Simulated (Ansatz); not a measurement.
**N in place of C at several sites of C(110) slab, H on the bottom face, stepped (201 atoms)**

Aim: make N in place of C at several sites of C(110) slab, H on the bottom face, stepped (201 atoms), relax each, and compare their energies.

Calculated with Ansatz 0.2.0; Kohn-Sham DFT, PBE+D3(BJ), PAW (set soft_2), plane waves.

## 1. The system as given

The cell holds 201 atoms: 177 C and 24 H. Cell: a = 10.089 Å, b = 10.701 Å, c = 19.718 Å, α = 90.0°, β = 90.0°, γ = 90.0°. It derives from C (diamond-structure). Diamond-structure C (a = 3.567 Å), (110) slab of 8 atomic planes, 4 x 3 surface cells, H on the broken bonds of the bottom face, 10 Å of vacuum; the top repeat layer removed from part of the cell (two steps); displaced by a Gaussian of 0.02 Å. Regions: slab, 177 atoms (177 C); hydrogen, 24 atoms (24 H). Vacuum lies along c.

What the set-up can't give: The main run has no spin polarisation, so any moments at edges, vacancies or dangling bonds can't form in it. The Brillouin zone is sampled at Γ only, in a cell whose shortest periodic width is 10 Å. 60 of the 201 atoms are held fixed where they were built.

## 2. Single point at the start

A single point comes first, to see the forces before anything moves.

The input, input.yaml:

```yaml
crystal:
  lattice:
    - [10.089, 0.0, 0.0]
    - [0.0, 10.701, 0.0]
    - [0.0, 0.0, 19.71786]
  atoms:
    - { symbol: C, position: [0.87196, 0.17091, 0.29943] }
    - { symbol: C, position: [0.00066, 0.08152, 0.29845] }
    - { symbol: C, position: [0.99597, 0.00215, 0.36281] }
    - { symbol: C, position: [0.87532, 0.25287, 0.36306] }
    - { symbol: C, position: [0.87518, 0.16563, 0.42538] }
    - { symbol: C, position: [1.0e-05, 0.08638, 0.42642] }
    - { symbol: C, position: [0.99995, 0.00031, 0.48941] }
    - { symbol: C, position: [0.87378, 0.24838, 0.48996] }
    - { symbol: C, position: [0.87532, 0.16914, 0.55464] }
    - { symbol: C, position: [0.00207, 0.08262, 0.55617] }
    - { symbol: C, position: [0.99739, 0.00211, 0.6192] }
    - { symbol: C, position: [0.87324, 0.25488, 0.61926] }
    - { symbol: C, position: [0.87365, 0.17005, 0.68206] }
    - { symbol: C, position: [0.00011, 0.08217, 0.68281] }
    - { symbol: C, position: [0.12383, 0.1692, 0.29813] }
    - { symbol: C, position: [0.25214, 0.08503, 0.29974] }
    - { symbol: C, position: [0.25106, 0.99864, 0.36279] }
    - { symbol: C, position: [0.12351, 0.24954, 0.36495] }
    - { symbol: C, position: [0.12325, 0.16906, 0.42661] }
    - { symbol: C, position: [0.24788, 0.08413, 0.42784] }
    - { symbol: C, position: [0.24983, 0.00039, 0.49091] }
    - { symbol: C, position: [0.12367, 0.25205, 0.4878] }
    - { symbol: C, position: [0.12724, 0.16593, 0.55425] }
    - { symbol: C, position: [0.24848, 0.0841, 0.55415] }
    - { symbol: C, position: [0.24795, 0.00144, 0.62068] }
    - { symbol: C, position: [0.12198, 0.2532, 0.6177] }
    - { symbol: C, position: [0.12437, 0.16997, 0.68202] }
    - { symbol: C, position: [0.2493, 0.08122, 0.68237] }
    - { symbol: C, position: [0.24922, 0.00035, 0.74504] }
    - { symbol: C, position: [0.12386, 0.2478, 0.74806] }
    - { symbol: C, position: [0.87342, 0.49658, 0.29843] }
    - { symbol: C, position: [0.99767, 0.41976, 0.29889] }
    [... 163 atom lines left out ...]
    - { symbol: H, position: [0.62267, 0.56018, 0.2534] }
    - { symbol: H, position: [0.74932, 0.35891, 0.25302] }
    - { symbol: H, position: [0.37588, 0.89258, 0.25126] }
    - { symbol: H, position: [0.50048, 0.69209, 0.25327] }
    - { symbol: H, position: [0.62699, 0.8922, 0.25336] }
    - { symbol: H, position: [0.74957, 0.6925, 0.25478] }
kpoints:
  mp_grid: { grid: [1, 1, 1] }
hamiltonian:
  xc: pbe
  dispersion: d3bj
scf:
  occupations: { method: fermi_dirac, width: 0.05 }
output:
  forces: true
```

Run with:

```console
$ ansatz run input.yaml --threads 8 --pin off --max-ram 15872MiB --backend cpu --events-out ev --progress --plain --runs-dir out
```

Standard output:

```text
[...]
Pseudopotentials: kind: paw
Pseudopotential: C, paw, valence charge 4, recommended cutoff 420 eV (normal), C.paw.azcp
Pseudopotential: H, paw, valence charge 1, recommended cutoff 420 eV (normal), H.paw.azcp
[... 5 lines on functional and potentials left out ...]
Crystal: 201 atoms, lattice volume = 2128.787 Å³
Basis set: ecut = 420 eV, 41567 PW (Γ), exchange–correlation on 144×144×270 points (8 copies of the dense FFT grid, shifted against one another)
Bands: 567, of which v1, the nominal top of the filled ones, is band 366 counted from 1 (365 counted from 0)
Symmetry: 1 space group operations
Space group: P1 (ITA 1), of the structure as read, at distance tolerance 1.3e-4 Å
k-points: 1
[... 5 lines on functional and potentials left out ...]
Initial density: superposition of atomic densities (neutral atoms: chi_scale 0, normalization atom), corrected by the library's trained network
Initial wavefunctions: pseudopotential atomic-orbital guess
[...]
SCF iter   1: F=—  HF=-44754.468434 eV  |F-HF|=—  |Δ(HF+E_count)|=         —  Δρ=1.41e-2  dr2=3.85e1  ethr=1.77e-3  ⟨swp⟩=7.0  Hψ=2947  notcnv=0  defer=161
preconditioner: auto → LDOS  [insulator: Δε(μ)=0.410 eV  Ē_g=15.781 eV  σ=0.050 eV  W_gap=0.54  n_scr=426 (ndim 8)  ℏωp=21.8 eV  f_vac=0.415  D(μ)=27.07/eV (n_scr^D=128)  ε∞_Penn≈2.9  β→1.0]
SCF iter   2: F=—  HF=-44752.244925 eV  |F-HF|=—  |Δ(HF+E_count)|=    2.22e0  Δρ=7.47e-3  dr2=3.30e0  ethr=1.77e-3  ⟨swp⟩=3.0  Hψ=686  notcnv=0  defer=181
SCF iter   3: F=—  HF=-44752.718050 eV  |F-HF|=—  |Δ(HF+E_count)|=   4.73e-1  Δρ=6.54e-3  dr2=5.42e0  ethr=4.51e-4  ⟨swp⟩=3.0  Hψ=823  notcnv=0  defer=42
automatic band count: iteration 3 solves 424 bands in place of 567: the levels show a gap, and the empty bands left out lie too high to hold charge; the band table lists the bands solved (type scf.n_extra_bands for more)
SCF iter   4: F=—  HF=-44751.747002 eV  |F-HF|=—  |Δ(HF+E_count)|=   9.71e-1  Δρ=1.99e-3  dr2=2.58e-1  ethr=4.51e-4  ⟨swp⟩=3.0  Hψ=722  notcnv=0  defer=42
SCF iter   5: F=—  HF=-44751.715317 eV  |F-HF|=—  |Δ(HF+E_count)|=   3.17e-2  Δρ=6.60e-4  dr2=2.41e-2  ethr=3.53e-5  ⟨swp⟩=2.0  Hψ=671  notcnv=0  defer=42
[...]
SCF iter  11: F=—  HF=-44751.717771 eV  |F-HF|=—  |Δ(HF+E_count)|=   2.91e-6  Δρ=3.71e-6  dr2=4.38e-7  ethr=2.17e-10  ⟨swp⟩=2.0  Hψ=621  notcnv=0  defer=42
SCF iter  12: F=-44751.717772 eV  HF=-44751.717772 eV  |F-HF|=1.78e-7  |Δ(HF+E_count)|=   6.30e-7  Δρ=1.80e-6  dr2=6.97e-8  ethr=1.37e-11  ⟨swp⟩=3.0  Hψ=1814  notcnv=0
SCF 1 converged in 12 iterations: F = -44751.717772 eV  dr2 = 6.97e-8
[...]
SCF converged after 12 iterations
Free energy (F): -44751.717772 eV
Harris-Foulkes:  -44751.717772 eV  (|F-HF|=1.78e-7)
Internal energy: -44751.669269 eV  (E = F + TS)
E sigma→0 (E₀):  -44751.693521 eV
Entropy (-TS):   -0.048503 eV (-0.241 meV/atom)
Fermi energy:    4.239242 eV
--- Per-component energies (eV) ---
[...]
Σ components = -44751.717772   (vs F -44751.717772, Δ=0.00e0)
--- Forces (eV/Å), atoms counted from 1 ---
  atom   1  C      1.17297012    -3.58702708     0.89966758
  atom   2  C     -0.55696233     3.10864270     1.28544813
  atom   3  C      2.08576708    -0.73922657    -0.48890646
  atom   4  C     -0.01892535    -0.49198683    -0.78911550
[...]
atom 201  H      0.14335121    -0.47371801    -1.30523861
  max |Σ_I F_I| component: 2.27e-4 eV/Å
```

It took 22 s on 8 threads of Arm Neoverse V1, shared host; peak memory 3.1 GiB; 2.7 min of CPU time.

The r.m.s. force at the start is 1.3 eV/Å.

## 3. Relaxation

The atoms are relaxed in the fixed cell, aiming at the force tolerance of the input.

The input, input.yaml:

```yaml
crystal:
  lattice:
    - [10.089, 0.0, 0.0]
    - [0.0, 10.701, 0.0]
    - [0.0, 0.0, 19.71786]
  atoms:
    [... the 201 atom lines of step 2 ...]
kpoints:
  mp_grid: { grid: [1, 1, 1] }
hamiltonian:
  xc: pbe
  dispersion: d3bj
scf:
  occupations: { method: fermi_dirac, width: 0.05 }
output:
  forces: true
relax:
  f_tol: 0.05
  max_steps: 120
  constraints:
    - { sites: [0, 1, 14, 15, 30, 31, 32, 44, 45, 46, 47, 59, 60, 61, 62, 75, 76, 78, 89, 90, 91, 92, 103, 104, 105, 118, 119, 120, 134, 135, 136, 148, 149, 163, 164, 165, 177, 178, 179, 180, 181, 182, 183, 184, 185, 186, 187, 188, 189, 190, 191, 192, 193, 194, 195, 196, 197, 198, 199, 200], fix: xyz }
```

Standard output:

```text
[...]
Crystal: 201 atoms, lattice volume = 2128.787 Å³
Basis set: ecut = 420 eV, 41567 PW (Γ), exchange–correlation on 144×144×270 points (8 copies of the dense FFT grid, shifted against one another)
Bands: 567, of which v1, the nominal top of the filled ones, is band 366 counted from 1 (365 counted from 0)
Symmetry: 1 space group operations
[...]
k-points: 1
[...]
SCF iter   1: F=—  HF=-44754.468435 eV  |F-HF|=—  |Δ(HF+E_count)|=         —  Δρ=1.41e-2  dr2=3.85e1  ethr=1.77e-3  ⟨swp⟩=7.0  Hψ=2947  notcnv=0  defer=161
[...]
SCF iter   8: F=—  HF=-44751.717733 eV  |F-HF|=—  |Δ(HF+E_count)|=   1.29e-4  Δρ=4.77e-5  dr2=9.05e-5  ethr=5.65e-8  ⟨swp⟩=2.0  Hψ=745  notcnv=0  defer=185
SCF iter   9: F=-44751.717766 eV  HF=-44751.717762 eV  |F-HF|=3.67e-6  |Δ(HF+E_count)|=   2.88e-5  Δρ=2.07e-5  dr2=1.17e-5  ethr=8.54e-9  ⟨swp⟩=4.0  Hψ=1505  notcnv=0
SCF 1 converged in 9 iterations: F = -44751.717766 eV  dr2 = 1.17e-5
[...]
relax step   1: F+E_penalty+E_count = -44751.71776594 eV  Δ(F+E_penalty+E_count) = +0.000e0 eV  max|allowed force component| = 5.760e0 eV/Å  Δτ_max = 0.0000 Å  (9 SCF iters, dr2 threshold 6.25e-5 eV, accepted)
[...]
relax step   2: F+E_penalty+E_count = -44762.01488361 eV  Δ(F+E_penalty+E_count) = -1.030e1 eV  max|allowed force component| = 2.807e0 eV/Å  Δτ_max = 0.1948 Å  (10 SCF iters, dr2 threshold 1.00e-4 eV, accepted)
[...]
relax step   3: F+E_penalty+E_count = -44764.86252190 eV  Δ(F+E_penalty+E_count) = -2.848e0 eV  max|allowed force component| = 1.293e0 eV/Å  Δτ_max = 0.1947 Å  (10 SCF iters, dr2 threshold 1.00e-4 eV, accepted)
relax step   4: F+E_penalty+E_count = -44765.18544791 eV  Δ(F+E_penalty+E_count) = -3.229e-1 eV  max|allowed force component| = 3.952e-1 eV/Å  Δτ_max = 0.0754 Å  (8 SCF iters, dr2 threshold 1.00e-4 eV, accepted)
relax step   5: F+E_penalty+E_count = -44765.26916522 eV  Δ(F+E_penalty+E_count) = -8.372e-2 eV  max|allowed force component| = 6.108e-1 eV/Å  Δτ_max = 0.1412 Å  (8 SCF iters, dr2 threshold 1.46e-5 eV, accepted)
relax step   6: F+E_penalty+E_count = -44765.46995424 eV  Δ(F+E_penalty+E_count) = -2.008e-1 eV  max|allowed force component| = 3.231e-1 eV/Å  Δτ_max = 0.0486 Å  (6 SCF iters, dr2 threshold 3.49e-5 eV, accepted)
relax step   7: F+E_penalty+E_count = -44765.50515025 eV  Δ(F+E_penalty+E_count) = -3.520e-2 eV  max|allowed force component| = 9.193e-2 eV/Å  Δτ_max = 0.0349 Å  (6 SCF iters, dr2 threshold 2.92e-5 eV, accepted)
[...]
relax step   8: F+E_penalty+E_count = -44765.50777519 eV  Δ(F+E_penalty+E_count) = -2.625e-3 eV  max|allowed force component| = 2.927e-2 eV/Å  Δτ_max = 0.0068 Å  (9 SCF iters, accepted)
SCF converged after 9 iterations
Free energy (F): -44765.507775 eV
[...]
Internal energy: -44765.420725 eV  (E = F + TS)
E sigma→0 (E₀):  -44765.464250 eV
Entropy (-TS):   -0.087050 eV (-0.433 meV/atom)
Fermi energy:    4.438084 eV
[...]
Σ components = -44765.507775   (vs F -44765.507775, Δ=0.00e0)
--- Forces (eV/Å), atoms counted from 1 ---
  atom   1  C      1.18023500    -3.84097344     0.75400307
  atom   2  C     -0.51619966     3.25392598     0.97264388
  atom   3  C     -0.00071206     0.00099153     0.00099360
  atom   4  C      0.00022917    -0.00023679     0.00011655
[...]
atom 201  H      0.10952792    -0.45371891    -1.31568430
  max |Σ_I F_I| component: 1.61e-4 eV/Å
--- Relaxed structure (8 steps of the walk, 8 accepted, 0 SCFs on fresh bases) ---
  F+E_penalty+E_count = -44765.50777519 eV   max|allowed force component| = 2.927e-2 eV/Å
  atoms:
    - { symbol: C, position: [0.87196, 0.170910, 0.299430] }
    - { symbol: C, position: [0.00066, 0.081520, 0.29845] }
    - { symbol: C, position: [0.999864, 0.000744358, 0.361495] }
    - { symbol: C, position: [0.875195, 0.252017, 0.362226] }
[...]
- { symbol: H, position: [0.74957, 0.692500, 0.254780] }
```

The job ended after 2.2 min (8 threads; peak memory 3.1 GiB; 17 min of CPU time).

The relaxation converged after 8 steps, 13.8 eV below its start, with a largest force component of 0.029 eV/Å on the free atoms.

## 4. Single point at the relaxed geometry

The electronic structure is read at the final geometry, in a run of its own.

The input, input.yaml:

```yaml
crystal:
  lattice:
    - [10.089, 0.0, 0.0]
    - [0.0, 10.701, 0.0]
    - [0.0, 0.0, 19.71786]
  atoms:
    - { symbol: C, position: [0.87196, 0.17091, 0.29943] }
    - { symbol: C, position: [0.00066, 0.08152, 0.29845] }
    - { symbol: C, position: [0.99986, 0.00074, 0.3615] }
    - { symbol: C, position: [0.87519, 0.25202, 0.36223] }
    - { symbol: C, position: [0.87451, 0.16757, 0.42609] }
    - { symbol: C, position: [0.99934, 0.0848, 0.42528] }
    [... 189 atom lines left out ...]
    - { symbol: H, position: [0.62267, 0.56018, 0.2534] }
    - { symbol: H, position: [0.74932, 0.35891, 0.25302] }
    - { symbol: H, position: [0.37588, 0.89258, 0.25126] }
    - { symbol: H, position: [0.50048, 0.69209, 0.25327] }
    - { symbol: H, position: [0.62699, 0.8922, 0.25336] }
    - { symbol: H, position: [0.74957, 0.6925, 0.25478] }
kpoints:
  mp_grid: { grid: [1, 1, 1] }
hamiltonian:
  xc: pbe
  dispersion: d3bj
scf:
  occupations: { method: fermi_dirac, width: 0.05 }
output:
  forces: true
  populations: true
  dos:
    method: { smearing: { sigma: 0.1 } }
    de: 0.1
    projected:
      site_lists:
        C: [C]
        H: [H]
        hydrogen: [177, 178, 179, 180, 181, 182, 183, 184, 185, 186, 187, 188, 189, 190, 191, 192, 193, 194, 195, 196, 197, 198, 199, 200]
  eigenvalues: true
  write_density: true
  write_potential: true
  volumetric_format: npy
  elf: true
```

Standard output:

```text
[...]
Crystal: 201 atoms, lattice volume = 2128.787 Å³
Basis set: ecut = 420 eV, 41567 PW (Γ), exchange–correlation on 144×144×270 points (8 copies of the dense FFT grid, shifted against one another)
Bands: 567, of which v1, the nominal top of the filled ones, is band 366 counted from 1 (365 counted from 0)
Symmetry: 1 space group operations
[...]
k-points: 1
[...]
SCF iter   1: F=—  HF=-44767.061114 eV  |F-HF|=—  |Δ(HF+E_count)|=         —  Δρ=1.20e-2  dr2=1.77e1  ethr=1.77e-3  ⟨swp⟩=7.0  Hψ=2960  notcnv=0  defer=166
[...]
SCF iter  15: F=-44765.507759 eV  HF=-44765.507759 eV  |F-HF|=2.55e-9  |Δ(HF+E_count)|=   5.42e-8  Δρ=1.11e-6  dr2=3.73e-8  ethr=1.37e-11  ⟨swp⟩=11.0  Hψ=3814  notcnv=0
SCF 1 converged in 15 iterations: F = -44765.507759 eV  dr2 = 3.73e-8
[...]
WARN: The output density's exchange-correlation potential varies sharply where the density is thin. Do not read a vacuum level from v_tot or v_xc, or from such a field of the output density. On a cell that repeats whose density bears no net charge and no dipole along the vacuum's axis use v_es (v_loc + v_h of the components); [...]
SCF converged after 15 iterations
Free energy (F): -44765.507759 eV
[...]
Internal energy: -44765.420728 eV  (E = F + TS)
E sigma→0 (E₀):  -44765.464244 eV
Entropy (-TS):   -0.087031 eV (-0.433 meV/atom)
Fermi energy:    4.438109 eV
[...]
--- Forces (eV/Å), atoms counted from 1 ---
  atom   1  C      1.18000246    -3.84023596     0.75494538
  atom   2  C     -0.51649914     3.25288573     0.97412422
  atom   3  C      0.00172744     0.00295329    -0.00356238
  atom   4  C      0.00194383    -0.00213932    -0.00365142
  atom   5  C      0.00209369    -0.00001872     0.00205512
  atom   6  C      0.00282869     0.00160915     0.00681532
  atom   7  C     -0.00222523    -0.00183070    -0.00417963
  atom   8  C     -0.00060708    -0.00270952    -0.00083348
  atom   9  C      0.00002658    -0.00126296     0.00066488
  atom  10  C     -0.00293680     0.00136033    -0.00042914
  atom  11  C     -0.00126285     0.00209181    -0.00544386
  atom  12  C     -0.00086074     0.00056311    -0.00268516
  atom  13  C     -0.01089551    -0.00437454     0.00067725
  atom  14  C     -0.00018285    -0.01864667     0.00777897
[...]
atom 200  H     -0.20964597    -0.20137458    -0.10397271
  atom 201  H      0.10951626    -0.45369547    -1.31568152
  max |Σ_I F_I| component: 1.24e-4 eV/Å
--- Band table (eV) ---
[...]
--- Löwdin populations: 201 sites ---
  site symbol       q [e]
     0      C      4.1325
     1      C      4.1274
     2      C      3.9783
[...]
200      H      0.8281
  spilling = 0.005043 (of n_electrons = 732.000000)
```

The job ended after 49 s (8 threads; peak memory 3.2 GiB; 6.3 min of CPU time).

The program notes that the exchange-correlation potential is rough where the density is thin.

The longest force on a free atom is 0.033 eV/Å; the force values below include the held atoms.

Read from the output:

| Quantity | Value |
| --- | --- |
| free energy | -44765.5078 eV |
| free energy per atom | -222.7140 eV/atom |
| SCF cycles | 15 |
| r.m.s. force component | 0.4984 eV/Å |
| longest force | 4.088 eV/Å |
| Fermi energy | 4.438 eV |
| levels partly filled by over 2 per cent | 3 |
| spilling of the projection | 0.005043 |

(Part 1 of 2 ends here.)

[Long decimals in the printed logs are rounded to 6 places.]

[Logs are printed without paths, hosts, clocks, repeated set-up lines and the standing remarks that a program may print on its own settings, such as how far it seeks lower states.]

[Hosts, paths, dates, database ids (printed as entryN), source tags and the programs' standing remarks are cut or masked in the printed files.]
